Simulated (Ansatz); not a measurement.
In doubt: masses and optical values from hybrid runs of this build are listed as unsure (in some of the runs), which bears on the screening that GW takes from such a start.

Ga2S3 (Cc), computed twice by G0W0.

```yaml
crystal:
  lattice:
    - [5.55350, -3.19750, 0.00000]
    - [5.55350, 3.19750, 0.00000]
    - [-3.63392, 0.00000, 6.00742]
  atoms:
    - { symbol: Ga, position: [0.63979, 0.44447, 0.12512] }
    - { symbol: Ga, position: [0.44447, 0.63979, 0.62512] }
    - { symbol: Ga, position: [0.26820, 0.13232, 0.11559] }
    - { symbol: Ga, position: [0.13232, 0.26820, 0.61559] }
    - { symbol: S, position: [0.90890, 0.08110, 0.98380] }
    - { symbol: S, position: [0.08110, 0.90890, 0.48380] }
    - { symbol: S, position: [0.43030, 0.24530, 0.49990] }
    - { symbol: S, position: [0.24530, 0.43030, 0.99990] }
    - { symbol: S, position: [0.59010, 0.75810, 0.00840] }
    - { symbol: S, position: [0.75810, 0.59010, 0.50840] }
```

The cell and positions come from the Crystallography Open Database and are kept as given unless a step says otherwise.

The first (Ansatz 0.2.0; start HSE06, 4×4×2 mesh, 499 empty bands, screening to 102 eV, PAW set soft_1 files; 1 × NVIDIA H100 80GB HBM3 (shared by 6 runs) with 3 threads of AMD EPYC 7R13 (Zen 3), shared host) gave, on its mesh: starting gap 3.02 eV, G0W0 gap 3.67 eV, RPA ε∞ (mean) 4.61, 2.4 min.

The second gave: starting gap 1.66 eV, G0W0 gap 3.07 eV, RPA ε∞ (mean) 6.28, 85 s.

Q: What was changed in the input? Choose among start, files, mesh, bands and cutoff, frequency model or another key.

Changed: start from HSE06 to LDA and frequency model from contour deformation to plasmon pole. A jump of this size in the start, with ε∞ moving the other way, marks another functional. Other changes could give like numbers; this is the one that was made.

Limits: not at the basis limit; no spin-orbit coupling; coarse k mesh.

[Paths, hosts, dates, memory and timing lines, banners, echoed tables and standing remarks are left out of the program output.]

[Logs are printed without paths, hosts, clocks, repeated set-up lines and the standing remarks that a program may print on its own settings, such as how far it seeks lower states.]

[Runs of the session that timed out or met a known fault of the program may be left out.]

[Cells called generated may have been cut or substituted from an entry of the Crystallography Open Database or the Materials Project.]

[Hosts, paths, dates, database ids (printed as entryN), source tags and the programs' standing remarks are cut or masked in the printed files.]
